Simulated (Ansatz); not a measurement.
# Ba on Al(110): change of the work function, part 5 of 6

Wanted: Δφ(θ) for Ba/Al(110), starting from the hollow site.

Ansatz 0.2.0; plane-wave DFT, PBE, Ansatz PAW.

So far, work function, upper face (eV): step 2 (the clean slab) 3.99; step 4 (adsorbate added, k-mesh 4×5×1, coverage 0.25 ML) 1.87; step 5 (adsorbate added, k-mesh 4×5×1, coverage 0.5 ML) 2.37; step 7 (the covered slab, atoms frozen) 1.87; step 8 (the substrate alone) 4.01.

### 9. The adsorbate layer alone

System of this step: Ba/Al(110), adsorbate layer alone, atoms held. The cell holds 1 atom: 1 Ba. Cell: a = 8.100 Å, b = 5.728 Å, c = 26.144 Å, α = 90.0°, β = 90.0°, γ = 90.0°. Vacuum lies along c.

The third part; a free layer of atoms may carry a moment, so spin is on.

input.yaml

```yaml
crystal:
  lattice:
    - [8.1, 0.0, 0.0]
    - [0.0, 5.7275649276, 0.0]
    - [0.0, 0.0, 26.1437342824]
  atoms:
    - { symbol: Ba, position: [0.25, 0.25, 0.6399363822], spin: 1.0 }
magnetization:
  spin_polarized: true
kpoints:
  mp_grid: { grid: [4, 5, 1] }
hamiltonian:
  xc: pbe
scf:
  occupations: { method: fermi_dirac, width: 0.1 }
  convergence: { dr2_threshold: 1.0e-08 }
efield:
  axis: 3
  dipole_correction: true
  ramp_position: 0.97
  ramp_width: 0.06
output:
  write_potential: true
  write_density: true
  volumetric_format: npy
```

Run with:

```
$ ansatz run input.yaml --threads 4 --pin off --max-ram 6144MiB --backend cpu --events-out ev --progress --plain --runs-dir out
```

Output:

```text
[...]
Crystal: 1 atoms, lattice volume = 1212.893 Å³
Basis set: ecut = 420 eV, 23799 PW (Γ)
Bands: 10, of which v1, the nominal top of the filled ones, is band 5 counted from 1 (4 counted from 0)
Symmetry: 4 space group operations
k-points: 9 of 20
[...]
Starting moments: Σ|m| = 1 μB on 1 of 1 site
[...]
SCF iter   1: F=—  HF=-5947.768390 eV  |F-HF|=—  |Δ(HF+E_count)|=         —  Δρ=3.57e-3 (↑3.57e-3 ↓3.52e-3)  dr2=7.31e-2  dr2_m=1.36e-1  M=0.149 μB ∫|m|=0.149 μB  β_m=0.30  ethr=7.69e-4  p=0.000 e·Å  D=1.00e-9 V/Å  ΔV_dip=-0.00 eV  dr2_dipole=8.98e-11  V_vac-E_F(+/−)=2.67/2.67 eV  ⟨swp⟩=1.0  Hψ=5773  notcnv=0
[...]
automatic band count: the SCF goes on with 14 bands, as 10 were too few: the levels above may hold too much charge
[...]
spin=Collinear: LDOS preconditioning applied to the charge; magnetization (m = ρ↑ − ρ↓) channel mixes plain (no charge-response kernel on spin).
SCF iter   2: F=—  HF=-5947.824413 eV  |F-HF|=—  |Δ(HF+E_count)|=   5.60e-2  Δρ=2.56e-3 (↑2.56e-3 ↓2.51e-3)  dr2=4.44e-2  dr2_m=6.96e-2  M=0.108 μB ∫|m|=0.108 μB  β_m=0.30  ethr=7.31e-4  p=0.000 e·Å  D=1.19e-6 V/Å  ΔV_dip=-0.00 eV  dr2_dipole=4.39e-11  V_vac-E_F(+/−)=2.64/2.64 eV  ⟨swp⟩=2.2  Hψ=282  notcnv=0  κ⁻¹=1.0e0(r=1)
[...]
spin=Collinear: Resta preconditioning applied to the charge; magnetization (m = ρ↑ − ρ↓) channel mixes plain (no charge-response kernel on spin).
SCF iter   3: F=—  HF=-5947.851607 eV  |F-HF|=—  |Δ(HF+E_count)|=   2.72e-2  Δρ=1.81e-3 (↑1.78e-3 ↓1.81e-3)  dr2=8.57e-4  dr2_m=3.57e-2  M=0.079 μB ∫|m|=0.079 μB  β_m=0.30  ethr=4.44e-4  p=0.000 e·Å  D=4.79e-6 V/Å  ΔV_dip=-0.00 eV  dr2_dipole=4.48e-11  V_vac-E_F(+/−)=2.57/2.58 eV  ⟨swp⟩=3.5  Hψ=392  notcnv=0  κ⁻¹=3.7e-3(r=2)
[...]
SCF iter   7: F=—  HF=-5947.882111 eV  |F-HF|=—  |Δ(HF+E_count)|=   2.20e-3  Δρ=4.75e-4 (↑4.72e-4 ↓4.75e-4)  dr2=3.14e-6  dr2_m=2.49e-3  M=0.028 μB ∫|m|=0.028 μB  β_m=0.36  ethr=8.73e-8  p=-0.000 e·Å  D=-5.35e-7 V/Å  ΔV_dip=0.00 eV  dr2_dipole=6.78e-11  V_vac-E_F(+/−)=2.58/2.58 eV  ⟨swp⟩=2.5  Hψ=449  notcnv=0
[...]
spin-set hold released at iteration 7 (site moments contracting): the magnetisation degrees of freedom join the quasi-Newton model from the next iteration; the mixer history was flushed
SCF iter   8: F=—  HF=-5947.883471 eV  |F-HF|=—  |Δ(HF+E_count)|=   1.36e-3  Δρ=3.14e-4 (↑3.14e-4 ↓3.14e-4)  dr2=8.18e-7  dr2_m=1.10e-3  M=0.020 μB ∫|m|=0.022 μB  β_m=0.42  ethr=3.14e-8  p=0.000 e·Å  D=3.58e-7 V/Å  ΔV_dip=-0.00 eV  dr2_dipole=2.81e-12  V_vac-E_F(+/−)=2.58/2.58 eV  ⟨swp⟩=2.8  Hψ=468  notcnv=0  κ⁻¹=1.0e0(r=1)
density mixer auto → broyden: gapped, with many states about μ (density of states about μ 1.81 of a free-electron gas's, 34 screened modes)
SCF iter   9: F=—  HF=-5947.884644 eV  |F-HF|=—  |Δ(HF+E_count)|=   1.17e-3  Δρ=1.52e-5 (↑1.52e-5 ↓1.44e-5)  dr2=2.95e-7  dr2_m=2.42e-6  M=0.004 μB ∫|m|=0.010 μB  β_m=0.47  ethr=8.18e-9  p=0.000 e·Å  D=8.95e-7 V/Å  ΔV_dip=-0.00 eV  dr2_dipole=5.45e-13  V_vac-E_F(+/−)=2.58/2.58 eV  ⟨swp⟩=3.3  Hψ=594  notcnv=0  κ⁻¹=2.1e-4(r=2)
[...]
SCF iter  17: F=-5947.884669 eV  HF=-5947.884669 eV  |F-HF|=3.18e-11  |Δ(HF+E_count)|=  5.58e-10  Δρ=1.87e-8 (↑1.78e-8 ↓1.87e-8)  dr2=5.11e-13  dr2_m=3.62e-12  M=0.000 μB ∫|m|=0.000 μB  ethr=1.00e-12  p=0.000 e·Å  D=8.53e-7 V/Å  ΔV_dip=-0.00 eV  dr2_dipole=5.35e-16  V_vac-E_F(+/−)=2.58/2.58 eV  ⟨swp⟩=4.0  Hψ=644  notcnv=0
SCF 1 converged in 17 iterations: F = -5947.884669 eV  dr2 = 5.11e-13
[...]
WARN: the starting moments were not kept: the SCF closed with an absolute magnetisation of 4.6e-5 μB, where they sum to 1 μB in size (1 site). That is at most 0.1 of that sum. Measured as dr2_m measures the in/out step, that magnetisation stands 5.6e-11 eV from none, at or under the dr2_threshold of 1.0e-8 eV: it is no larger than a step whose dr2_m would equal this threshold. The system may hold no moment; this SCF  [...]
[...]
this state was not tested for a lower state beside it, because the mixer in use, unlike msr1, does not test its closes by its own steps (another_mixer; see scf.mixing.algorithm and scf.lower_state_search)
SCF converged after 17 iterations
Magnetization: 0.0000 μB (5.0000 up, 5.0000 down)
Absolute magnetization: 0.0000 μB (∫|ρ↑−ρ↓|, with the PAW one-centre terms)
[...]
Per-site moments (μB) at R_I (Å): [(7.787273e-7, 2.362621)]
Free energy (F): -5947.884669 eV
[...]
Internal energy: -5947.829800 eV  (E = F + TS)
E sigma→0 (E₀):  -5947.857235 eV
Entropy (-TS):   -0.054868 eV (-54.868 meV/atom)
Fermi energy:    -2.023601 eV
Dipole field:    D = 0.000001 V/Å  (p = 0.000006 e·Å, saw-weighted, corrected)
Work function:   Φ+ = 2.5761 eV   Φ− = 2.5761 eV
[...]
--- Band table (eV; the first three rows and the last of 18) ---
  k-point 0 ↑: bands = [... 1 lower, -18.0665, -18.0597, -17.9666, -3.2036, -1.7250, -1.5040, -1.3909, -1.1098, ... 5 higher]
  k-point 1 ↑: bands = [... 1 lower, -18.0661, -18.0593, -17.9712, -2.9593, -1.6231, -1.4558, -1.3990, -1.3546, ... 5 higher]
  k-point 2 ↑: bands = [... 1 lower, -18.0655, -18.0588, -17.9787, -2.3805, -1.6231, -1.5395, -1.4686, -1.3773, ... 5 higher]
  k-point 8 ↓: bands = [... 1 lower, -18.0655, -18.0588, -17.9787, -2.1875, -1.6768, -1.6029, -1.3673, -1.3596, ... 5 higher]
```

Elapsed: 17 s, on 4 threads of Arm Neoverse V2, shared host; peak memory 1.4 GiB; 67 s of CPU time.

Read from the output:

| Property | Result |
| --- | --- |
| energy at zero smearing | -5947.8572 eV |
| dipole along the normal | 5.80e-6 e·Å |

At this spacing and smearing the free layer keeps no moment.

### 10. Density difference

This step: plane-wave DFT, PBE, Ansatz PAW; density difference on adsorption (Ansatz 0.2.0).

The densities of the parts are taken from that of the whole and averaged over planes; the first moment of what is left gives the step in the potential.

Numbers from this step:

```
largest charge moved                 : 0.005754 e/Å²
potential step from the moved charge : -2.091 eV
```

Planar mean, whole system less its parts. The electron density difference by z:

z (Å), electron density difference (e/Å³) and a bar from the least value:
```
      4.0    0.00000 ##########
      4.5    0.00000 ##########
      5.0    0.00000 ##########
      5.5   -0.00001 ##########
      6.0   -0.00002 ##########
      6.5   -0.00005 ##########
      7.0   -0.00009 ##########
      7.5   -0.00014 #########
      8.0   -0.00009 ##########
      8.5    0.00026 ##########
      9.0    0.00032 ###########
      9.5   -0.00006 ##########
     10.0   -0.00008 ##########
     10.5    0.00005 ##########
     11.0   -0.00026 #########
     11.5   -0.00018 #########
     12.0    0.00035 ###########
     12.5    0.00012 ##########
     13.0   -0.00094 #######
     13.5   -0.00163 #####
     14.0   -0.00146 ######
     14.5   -0.00148 ######
     15.0    0.00152 ##############
     15.5    0.00755 ##############################
     16.0    0.00617 ##########################
     16.5    0.00171 ##############
     17.0   -0.00031 #########
     17.5   -0.00015 #########
     18.0   -0.00274 ##
     18.5   -0.00364 
     19.0   -0.00251 ###
     19.5   -0.00131 ######
     20.0   -0.00058 ########
     20.5   -0.00023 #########
     21.0   -0.00008 ##########
     21.5   -0.00002 ##########
     22.0   -0.00001 ##########
     22.5    0.00000 ##########
     23.0    0.00000 ##########
     23.5    0.00000 ##########
     24.0    0.00000 ##########
```

Planar mean, whole system less its parts. Table of electrons moved below z by z:

z (Å), electrons moved below z (e/Å²) and a bar from the least value:
```
        4    0.00000 #########
        5    0.00000 #########
        6   -0.00001 #########
        7   -0.00007 #########
        8   -0.00020 ########
        9    0.00004 #########
       10    0.00001 #########
       11   -0.00004 #########
       12   -0.00009 #########
       13   -0.00022 ########
       14   -0.00171 ###
       15   -0.00244 
       16    0.00401 ########################
       17    0.00570 ##############################
       18    0.00478 ###########################
       19    0.00150 ###############
       20    0.00025 ##########
       21    0.00002 #########
       22    0.00000 #########
       23    0.00000 #########
       24    0.00000 #########
```

(Continued in part 6 of 6.)

[Long decimals in the printed logs are rounded to 6 places.]

[Logs are printed without paths, hosts, clocks, repeated set-up lines and the standing remarks that a program may print on its own settings, such as how far it seeks lower states.]

[Hosts, paths, dates, database ids (printed as entryN), source tags and the programs' standing remarks are cut or masked in the printed files.]

[Maps of the electrostatic potential energy from Ansatz leave out the sawtooth potential of an applied field or a dipole correction, so their vacuum need not be flat; planar profiles and work functions include it.]
